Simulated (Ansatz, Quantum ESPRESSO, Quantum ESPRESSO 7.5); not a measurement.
## Mo2CCl2 MXene, 1 layer: biaxial strain by an ASE script

Wanted: deformation of the bands of Mo2CCl2 MXene, 1 layer, driven from Python.

Method: plane-wave DFT, PBE, GBRV ultrasoft pseudopotentials (geometry by Ansatz 0.2.0 with PAW datasets; geometry under PBE), in Quantum ESPRESSO 7.5.

Report form: the programs' logs are mostly left out.

### 1. The starting structure

The cell holds 5 atoms: 2 Cl, 2 Mo and 1 C. Cell: a = 3.025 Å, b = 3.025 Å, c = 20.697 Å, α = 90.0°, β = 90.0°, γ = 120.0°. It derives from Mo2CCl2. Vacuum lies along c.

### 2. Relaxation with Ansatz

The geometry comes first, from a plane-wave PAW code, so that the later runs on this slab share one structure.

input.yaml

```yaml
crystal:
  lattice:
    - [3.024736, 0.0, 0.0]
    - [-1.512368, 2.6194982157, 0.0]
    - [0.0, 0.0, 20.6970420764]
  atoms:
    - { symbol: Cl, position: [0.3333333333, 0.6666666667, 0.3623706215] }
    - { symbol: Mo, position: [0.6666666667, 0.3333333333, 0.4423357098] }
    - { symbol: C, position: [0.0, 0.0, 0.5] }
    - { symbol: Mo, position: [0.3333333333, 0.6666666667, 0.5576642902] }
    - { symbol: Cl, position: [0.6666666667, 0.3333333333, 0.6376293785] }
kpoints:
  mp_grid: { grid: [12, 12, 1] }
hamiltonian:
  xc: pbe
scf:
  occupations: { method: fermi_dirac, width: 0.05 }
  convergence: { dr2_threshold: 1.0e-08 }
efield:
  axis: 3
  dipole_correction: true
  ramp_position: 0.97
  ramp_width: 0.04
relax:
  f_tol: 0.01
  cell: { fix: [c, alpha, beta] }
output:
  write_potential: true
  write_density: true
  volumetric_format: npy
```

Command:

```
ansatz run input.yaml --threads 2 --pin off --max-ram 4096MiB --backend cpu --events-out ev --progress --plain --runs-dir out
```

Wall time 44 s (2 threads of Arm Neoverse V2, shared host); peak memory 0.46 GiB; 86 s of CPU time.

Step by step:

| step | energy less that of the first step (eV) | largest force component (eV/Å) | pressure (GPa) | volume (Å³) |
| --- | --- | --- | --- | --- |
| 1 | 0.0000 | 2.5475 | 10.00 | 163.99 |
| 2 | -0.7159 | 1.7989 | 0.11 | 175.14 |
| 3 | -1.1221 | 2.7890 | -0.80 | 182.74 |
| 4 | -1.7243 | 0.4478 | -0.95 | 200.02 |
| 5 | -1.7035 | 1.0303 | -0.12 | 206.42 |
| 6 | -1.7579 | 0.1332 | -0.21 | 201.06 |
| 7 | -1.7606 | 0.0062 | -0.06 | 201.83 |
| 8 | -1.7607 | 0.0033 | -0.01 | 201.61 |
| 9* | -1.7877 | 0.0013 | 0.14 | 201.61 |
| 10 | -1.7881 | 0.0044 | 0.01 | 202.29 |
| 11* | -1.7883 | 0.0044 | 0.01 | 202.29 |

Relaxation steps marked * repeat the geometry before them on a plane-wave basis chosen anew for their cell, so energy and pressure can jump there. Relaxation step 5 was tried and not accepted.

Forces are held to the 6 operations that the run works with; a distortion that breaks them can't arise in this run.

| cell as run | before | after | change |
| --- | --- | --- | --- |
| a (Å) | 3.025 | 3.359 | +11.1 % |
| b (Å) | 3.025 | 3.359 | +11.1 % |

The atoms that moved most (Å, along periodic axes as changes of fractional coordinates times the final cell, across vacuum about the mean position):

| atom | dx | dy | dz | length |
| --- | --- | --- | --- | --- |
| Mo2 | 0.000 | 0.000 | 0.263 | 0.263 |
| Mo4 | 0.000 | 0.000 | -0.263 | 0.263 |
| Cl5 | 0.000 | 0.000 | -0.144 | 0.144 |
| Cl1 | 0.000 | 0.000 | 0.144 | 0.144 |

Final coordinates:

```xyz
5
Lattice="3.3595 0.0000 0.0000 -1.6797 2.9094 0.0000 0.0000 0.0000 20.6970" Properties=species:S:1:pos:R:3
Cl    0.0000    1.9396    7.6445
Mo    1.6797    0.9698    9.4184
C     0.0000    0.0000   10.3485
Mo    0.0000    1.9396   11.2786
Cl    1.6797    0.9698   13.0526
```

Read from the output:

* free energy: -12324.0974 eV
* energy at zero smearing: -12324.0897 eV
* smearing term TS: 0.01530 eV
* Fermi energy: 2.313 eV
* gap by band count: 0.1367 eV
* symmetry operations: 6
* work function of the upper face: 4.489 eV
* work function of the lower face: 4.489 eV
* dipole along the normal: -6.39e-6 e·Å

### 3. Running the series

Under ESM bc1 levels count from the vacuum, or from the mean of the two vacuum levels where the sheet has a dipole, so band edges at unlike strains can be compared.

Level of this step: plane-wave DFT, PBE, GBRV ultrasoft pseudopotentials (Quantum ESPRESSO 7.5).

run.py

```python
import json
import numpy as np
from ase import Atoms
from ase.calculators.espresso import Espresso, EspressoProfile

profile = EspressoProfile(command='mpirun -n 2 pw.x -nk 2', pseudo_dir='../pseudo')
pseudopotentials = {'C': 'c_pbe_v1.2.uspp.F.UPF', 'Cl': 'cl_pbe_v1.4.uspp.F.UPF', 'Mo': 'mo_pbe_v1.uspp.F.UPF'}
system = {'ecutwfc': 40, 'ecutrho': 200, 'occupations': 'smearing', 'smearing': 'fd', 'degauss': 0.002}


def calculator(name, kpts, **extra):
    data = dict(control=dict(tprnfor=True, verbosity='high', disk_io='none'),
                system=system | extra,
                electrons=dict(conv_thr=1e-09, mixing_beta=0.4, mixing_mode='plain',
                               electron_maxstep=100))
    return Espresso(profile=profile, directory=name, pseudopotentials=pseudopotentials, kpts=kpts, input_data=data)


def centre(atoms):
    z = atoms.positions[:, 2]
    atoms.positions[:, 2] -= (z.max() + z.min()) / 2  # ESM wants the slab about z = 0
    return atoms

sheet = Atoms(
    ['Cl', 'Mo', 'C', 'Mo', 'Cl'],
    scaled_positions=[
        [0.3333333333, 0.6666666667, 0.3693503413],
        [0.6666666667, 0.3333333333, 0.4550620714],
        [0.0000000000, 0.0000000000, 0.5000000092],
        [0.3333333333, 0.6666666667, 0.5449379485],
        [0.6666666667, 0.3333333333, 0.6306496295]],
    cell=[
        [3.359450135171, 0.000000000000, 0.000000000000],
        [-1.679725067585, 2.909369159805, 0.000000000000],
        [0.000000000000, 0.000000000000, 20.697042076400]],
    pbc=True)

rows = []
for strain in [-0.03, -0.015, 0.0, 0.015, 0.03]:
    atoms = sheet.copy()
    atoms.set_cell(sheet.cell.array * [[1 + strain], [1 + strain], [1]], scale_atoms=True)
    atoms = centre(atoms)
    atoms.calc = calculator(f's{strain:+.3f}', (12, 12, 1), assume_isolated='esm', esm_bc='bc1', nbnd=27)
    energy = atoms.get_potential_energy()
    levels = np.array([atoms.calc.get_eigenvalues(kpt=i) for i in range(len(atoms.calc.get_ibz_k_points()))])
    top, bottom = levels[:, 22].max(), levels[:, 23].min()
    direct = (levels[:, 23] - levels[:, 22]).min()
    rows.append([strain, energy, top, bottom, direct])
    print(f'strain {strain:+.3f}: E = {energy:.5f} eV, valence top {top:.3f}, conduction bottom {bottom:.3f}, '
          f'gap {bottom - top:.3f}, least direct gap {direct:.3f} eV')

x, energy, top, bottom, direct = np.array(rows).T
area = np.linalg.norm(np.cross(*sheet.cell[:2]))
stiffness = np.polyfit(x, energy, 2)[0] / area * 16.0218  # C11 + C12, heights clamped
print(f'valence and conduction edges move by {np.polyfit(x, top, 1)[0]:.2f} and {np.polyfit(x, bottom, 1)[0]:.2f} eV per unit biaxial strain')
print(f'C11 + C12 with clamped heights: {stiffness:.1f} N/m')
json.dump(dict(rows=rows, stiffness=stiffness), open('result.json', 'w'))
```

Command:

```
OMP_NUM_THREADS=1 python run.py
```

Wall time 8.2 min (2 MPI ranks); peak memory 0.47 GiB; 16 min of CPU time.

This step gave:

- biaxial stiffness: 327.2 N/m

The band edge from the vacuum level by biaxial strain:

| biaxial strain (%) | valence top (eV) | conduction bottom (eV) |
| --- | --- | --- |
| -3.00 | -4.27 | -4.31 |
| -1.50 | -4.39 | -4.34 |
| 0.00 | -4.53 | -4.40 |
| 1.50 | -4.58 | -4.47 |
| 3.00 | -4.63 | -4.55 |

The gap by biaxial strain:

| biaxial strain (%) | on the mesh (eV) | least direct (eV) |
| --- | --- | --- |
| -3.00 | -0.0478 | 0.323 |
| -1.50 | 0.0505 | 0.302 |
| 0.00 | 0.132 | 0.284 |
| 1.50 | 0.114 | 0.268 |
| 3.00 | 0.0808 | 0.253 |

Table of energy over the lowest by biaxial strain:

| biaxial strain (%) | energy over the lowest (meV) |
| --- | --- |
| -3.00 | 188 |
| -1.50 | 45.2 |
| 0.00 | 0 |
| 1.50 | 44.6 |
| 3.00 | 171 |

### 4. The script: vdW-DF-cx, GBRV ultrasoft

Level of this step: plane-wave DFT, vdW-DF-cx, GBRV ultrasoft pseudopotentials made under PBE (Quantum ESPRESSO 7.5). input_dft overrides the functional of the files.

run.py, as its differences from the input of step 3:

```diff
@@ -7,3 +7,3 @@
 pseudopotentials = {'C': 'c_pbe_v1.2.uspp.F.UPF', 'Cl': 'cl_pbe_v1.4.uspp.F.UPF', 'Mo': 'mo_pbe_v1.uspp.F.UPF'}
-system = {'ecutwfc': 40, 'ecutrho': 200, 'occupations': 'smearing', 'smearing': 'fd', 'degauss': 0.002}
+system = {'ecutwfc': 40, 'ecutrho': 200, 'input_dft': 'vdw-df-cx', 'occupations': 'smearing', 'smearing': 'fd', 'degauss': 0.002}
```

Command:

```
OMP_NUM_THREADS=1 python run.py
```

The job ended after 11 min (2 MPI ranks; peak memory 0.51 GiB).

This step gave:

- biaxial stiffness: 323.1 N/m

Table of band edge from the vacuum level by biaxial strain:

| biaxial strain (%) | valence top (eV) | conduction bottom (eV) |
| --- | --- | --- |
| -3.00 | -4.38 | -4.42 |
| -1.50 | -4.50 | -4.44 |
| 0.00 | -4.63 | -4.50 |
| 1.50 | -4.69 | -4.56 |
| 3.00 | -4.73 | -4.64 |

Gap against biaxial strain:

| biaxial strain (%) | on the mesh (eV) | least direct (eV) |
| --- | --- | --- |
| -3.00 | -0.0414 | 0.328 |
| -1.50 | 0.0568 | 0.307 |
| 0.00 | 0.139 | 0.289 |
| 1.50 | 0.124 | 0.274 |
| 3.00 | 0.0901 | 0.259 |

Table of energy over the lowest by biaxial strain:

| biaxial strain (%) | energy over the lowest (meV) |
| --- | --- |
| -3.00 | 83.4 |
| -1.50 | 0 |
| 0.00 | 13.5 |
| 1.50 | 115 |
| 3.00 | 298 |

### 5. The script, with maxstep = 4

One more run, with a changed input.

Level of this step: plane-wave DFT, PBE, GBRV ultrasoft pseudopotentials (Quantum ESPRESSO 7.5).

run.py, as its differences from the input of step 3:

```diff
@@ -14,3 +14,3 @@
                 electrons=dict(conv_thr=1e-09, mixing_beta=0.4, mixing_mode='plain',
-                               electron_maxstep=100))
+                               electron_maxstep=4))
     return Espresso(profile=profile, directory=name, pseudopotentials=pseudopotentials, kpts=kpts, input_data=data)
@@ -38,3 +38,3 @@
 rows = []
-for strain in [-0.03, -0.015, 0.0, 0.015, 0.03]:
+for strain in [-0.03, -0.015, 0.0]:
     atoms = sheet.copy()
```

Command:

```
OMP_NUM_THREADS=1 python run.py
```

The job ended after 14 s (2 MPI ranks; peak memory 0.4 GiB).

The run stopped without converging, so none of its numbers is a property of the system.

The fault put into the input: too few SCF iterations (maxstep = 4).

More iterations help only where the error still falls; otherwise the mixing, the start or the set-up has to change.

### 6. The arithmetic

Under equal strain ε in the plane, E = A (C11 + C12) ε². From the points at ±1.5 %: d²E/dε² = (45.24 + 44.57 − 2 × 0.00) meV / 0.015² = 399 eV, and 399/(2 × 9.774 Å²) × 16.02 = 327 N/m.

### 7. Results

```
C11 + C12, heights clamped, PBE, GBRV ultrasoft                        : 327 N/m
C11 + C12, heights clamped, vdW-DF-cx, GBRV ultrasoft (made under PBE) : 323 N/m
```

The sheet's biaxial stiffness comes to 327 N/m (PBE, GBRV ultrasoft). The bands touch or overlap at some strains, so edges by band count are no gaps there. Heights are clamped under strain, which makes a sheet with several atomic planes too stiff. Zero strain is the PBE cell; under vdW-DF-cx the energy is lowest near -0.9 %, so its stiffness is taken away from its own minimum. Semilocal gaps are too small. Spin-orbit coupling is left out; depending on the atoms that carry the levels of interest, it can split and shift them by tens to hundreds of meV.

[Logs are printed without paths, hosts, clocks, repeated set-up lines and the standing remarks that a program may print on its own settings, such as how far it seeks lower states.]

[Hosts, paths, dates, database ids (printed as entryN), source tags and the programs' standing remarks are cut or masked in the printed files.]

[Maps of the electrostatic potential energy from Ansatz leave out the sawtooth potential of an applied field or a dipole correction, so their vacuum need not be flat; planar profiles and work functions include it.]
